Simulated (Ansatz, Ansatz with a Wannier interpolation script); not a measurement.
# Settings in Wannier-interpolated G0W0: AlH3 (R-3c), part 2 of 2

Wanted: errors and cost of interpolated bands of AlH3 (R-3c) under coarser or faulty settings.

Ansatz 0.2.0; maximally localised Wannier functions, LDA, plane waves, PAW. Known limits of the many-body steps: not at the basis limit; coarse k mesh.

So far. Step 3 (Wannier model on 4×4×4): Near the gap the model misses directly solved bands by 23.2 meV r.m.s. and by 75 meV at most in the window tested. This tests the starting bands, not the corrections carried with them. Step 5 (G0W0: 4×4×4 mesh, 281 empty bands, screening to 150 eV): The G0W0 gap on the mesh is 4.213 eV.

**6. G0W0: 2×2×2 mesh, 281 empty bands, screening to 150 eV**

Level of this step: G0W0 on LDA, plane waves, PAW (Ansatz).

The input, input.yaml:

```yaml
crystal:
  lattice:
    - [2.22465, 1.2844022764, 3.9345666667]
    - [-2.22465, 1.2844022764, 3.9345666667]
    - [0.0, -2.5688045527, 3.9345666667]
  atoms:
    - { symbol: Al, position: [0.0, 0.0, 0.0] }
    - { symbol: Al, position: [0.5, 0.5, 0.5] }
    - { symbol: H, position: [0.878, 0.622, 0.25] }
    - { symbol: H, position: [0.25, 0.878, 0.622] }
    - { symbol: H, position: [0.622, 0.25, 0.878] }
    - { symbol: H, position: [0.122, 0.378, 0.75] }
    - { symbol: H, position: [0.75, 0.122, 0.378] }
    - { symbol: H, position: [0.378, 0.75, 0.122] }
kpoints:
  mp_grid: { grid: [2, 2, 2] }
hamiltonian:
  xc: lda
scf:
  occupations: { method: fixed }
gw:
  n_empty_bands: 281
  ecut_chi: 150.0
  qp_bands: [v6, c2]
  screening: { model: contour_deformation }
```

Started as:

```sh
> ansatz run input.yaml --threads 3 --pin off --max-ram 92160MiB --backend cuda --events-out ev --progress --plain --runs-dir out --devices 1 --max-vram 13GiB
```

Numbers of over 12 decimals in the logs are rounded to 6 here.

Log:

```text
GPUs: using 1 of 1 available (devices: 1).
[...]
concurrent solve slots: 2 of 3 are kept, ahead of what memory takes: no pass of the eigensolver takes more rounds on 2
[...]
GPU FFT provider: cuFFT
GPU libraries: cuBLAS 13.8.2, cuFFT 12.4.0, cuSOLVER 12.3.4
Crystal: 8 atoms, lattice volume = 67.454 Å³
Basis set: ecut = 420 eV, 1309 PW (Γ)
[...]
0     8      6.6497    -3.4965    -4.4962    -8.5236  0.7925     7.1845     7.1805  root
[...]
3     5     -0.2305   -16.1262     2.7989   -12.0728  0.7506    -1.5112    -1.4850  root
     3     6     -0.2305   -16.1262     2.7989   -12.0728  0.7506    -1.5112    -1.4850  root
     3     7      5.5700    -5.7272    -4.5582   -11.0503  0.7822     6.3434     6.3349  root
     3     8      5.5700    -5.7272    -4.5582   -11.0503  0.7822     6.3434     6.3349  root
[key lines of the parts left out:]
SCF converged after 6 iterations
Free energy (F): -1119.399957 eV
Fermi energy:    0.996330 eV
```

Wall time 10 s (1 × NVIDIA H100 80GB HBM3 (shared by 6 runs) with 3 threads of AMD EPYC 7R13 (Zen 3), shared host); peak memory 1 GiB.

The G0W0 gap on the mesh is 4.082 eV.

**7. G0W0: 8×8×8 mesh, 99 empty bands, screening to 75 eV**

input.yaml, as its differences from that of step 6:

```diff
@@ -15,3 +15,3 @@
 kpoints:
-  mp_grid: { grid: [2, 2, 2] }
+  mp_grid: { grid: [8, 8, 8] }
 hamiltonian:
@@ -21,4 +21,4 @@
 gw:
-  n_empty_bands: 281
-  ecut_chi: 150.0
+  n_empty_bands: 99
+  ecut_chi: 75
   qp_bands: [v6, c2]
```

Log:

```text
GPUs: using 1 of 1 available (devices: 1).
[...]
GPU FFT provider: cuFFT
GPU libraries: cuBLAS 13.8.2, cuFFT 12.4.0, cuSOLVER 12.3.4
Crystal: 8 atoms, lattice volume = 67.454 Å³
Basis set: ecut = 420 eV, 1309 PW (Γ)
Bands: 14, of which v1, the nominal top of the filled ones, is band 6 counted from 1 (5 counted from 0)
Symmetry: 12 space group operations
[...]
k-points: 65 of 512
[...]
0     8      6.6505    -3.6689    -4.0996    -8.5274  0.8079     7.4163     7.4095  root
[...]
64     5     -0.2342   -15.8154     2.7049   -12.0649  0.7610    -1.2972    -1.2797  root
    64     6     -0.2342   -15.8154     2.7049   -12.0649  0.7610    -1.2972    -1.2797  root
    64     7      5.5889    -6.1003    -3.9658   -11.0460  0.8007     6.5798     6.5689  root
    64     8      5.5889    -6.1003    -3.9658   -11.0460  0.8007     6.5798     6.5689  root
[key lines of the parts left out:]
SCF converged after 6 iterations
Free energy (F): -1119.634980 eV
Fermi energy:    1.054185 eV
```

It took 2.9 min on 1 × NVIDIA H100 80GB HBM3 (shared by 6 runs) with 3 threads; peak memory 1.3 GiB.

The G0W0 gap on the mesh is 4.036 eV.

**8. G0W0: 4×4×4 mesh, 130 empty bands, screening to 90 eV, plasmon pole**

input.yaml, as its differences from that of step 7:

```diff
@@ -15,3 +15,3 @@
 kpoints:
-  mp_grid: { grid: [8, 8, 8] }
+  mp_grid: { grid: [4, 4, 4] }
 hamiltonian:
@@ -21,5 +21,5 @@
 gw:
-  n_empty_bands: 99
-  ecut_chi: 75
+  n_empty_bands: 130
+  ecut_chi: 90
   qp_bands: [v6, c2]
-  screening: { model: contour_deformation }
+  screening: { model: godby_needs }
```

Log:

```text
GPUs: using 1 of 1 available (devices: 1).
[...]
GPU FFT provider: cuFFT
GPU libraries: cuBLAS 13.8.2, cuFFT 12.4.0, cuSOLVER 12.3.4
Crystal: 8 atoms, lattice volume = 67.454 Å³
Basis set: ecut = 420 eV, 1309 PW (Γ)
Bands: 14, of which v1, the nominal top of the filled ones, is band 6 counted from 1 (5 counted from 0)
Symmetry: 12 space group operations
[...]
k-points: 13 of 64
[...]
1     1     -7.1804   -17.6380     5.3603   -11.1953  0.6997    -8.2990    -8.2629  root
[...]
12     5     -0.2340   -15.8491     2.6771   -12.0651  0.7691    -1.3532    -1.3410  root
    12     6     -0.2340   -15.8491     2.6771   -12.0651  0.7691    -1.3532    -1.3410  root
    12     7      5.5886    -6.0527    -4.0208   -11.0462  0.8036     6.5693     6.5612  root
    12     8      5.5886    -6.0527    -4.0208   -11.0462  0.8036     6.5693     6.5612  root
[key lines of the parts left out:]
SCF converged after 6 iterations
Free energy (F): -1119.633212 eV
Fermi energy:    1.034421 eV
```

Elapsed: 20 s, on 1 × NVIDIA H100 80GB HBM3 (shared by 6 runs) with 3 threads; peak memory 1.2 GiB; 19 s of CPU time.

The G0W0 gap on the mesh is 4.116 eV.

**9. Interpolated results**

Times are wall times on 1 × NVIDIA H100 80GB HBM3 (shared by 6 runs) with 3 threads of AMD EPYC 7R13 (Zen 3), shared host, good to a factor of about two.

```tsv
GW mesh	empty bands	cutoff (eV)	frequency	gap on mesh (eV)	gap over zone (eV)	direct gap (eV)	valence width (eV)	GW time
4×4×4	281	150	contour deformation	4.213	4.179	4.304	8.575	19 s
2×2×2	281	150	contour deformation	4.082	3.982	4.230	8.690	10 s
8×8×8	99	75	contour deformation	4.036	4.025	4.142	8.747	2.9 min
4×4×4	130	90	plasmon pole	4.116	4.079	4.201	8.805	20 s
```

**10. Outcome**

| Item | Value |
| --- | --- |
| 4×4×4 mesh, 281 empty bands, screening to 150 eV | 4.18 eV |
| 2×2×2 mesh, 281 empty bands, screening to 150 eV | 3.98 eV |
| 8×8×8 mesh, 99 empty bands, screening to 75 eV | 4.03 eV |
| 4×4×4 mesh, 130 empty bands, screening to 90 eV, plasmon pole | 4.08 eV |

What this shows: The largest change, −0.20 eV in the gap over the zone, comes with 2×2×2 mesh, 281 empty bands, screening to 150 eV. The first run is a reference, not a converged one, and where a row moves several settings no single cause can be named. Rows on another GW mesh add that mesh's corrections to the bands of the one model. Coarser Wannier mesh (4×4×4): the miss near the gap goes from 3 (the model on 8×8×8) to 23 meV and the total spread from 31.5 to 25.9 Å². With 2×2×2 mesh, 281 empty bands, screening to 150 eV the gap over the zone moves by −0.20 eV and that on the mesh by −0.13 eV. With 8×8×8 mesh, 99 empty bands, screening to 75 eV the gap over the zone moves by −0.15 eV and that on the mesh by −0.18 eV. With 4×4×4 mesh, 130 empty bands, screening to 90 eV, plasmon pole the gap over the zone moves by −0.10 eV and that on the mesh by −0.10 eV. Gaps over the zone and on the mesh differ where an edge lies off the mesh, or where a GW run starts from another density: the starting gap over the zone is 1.931 eV, on the GW meshes it is 1.964 eV, 1.971 eV and 1.945 eV.

[Paths, hosts, dates, memory and timing lines, banners, echoed tables and standing remarks are left out of the program output.]

[Logs are printed without paths, hosts, clocks, repeated set-up lines and the standing remarks that a program may print on its own settings, such as how far it seeks lower states.]

[Runs of the session that timed out or met a known fault of the program may be left out.]

[Hosts, paths, dates, database ids (printed as entryN), source tags and the programs' standing remarks are cut or masked in the printed files.]
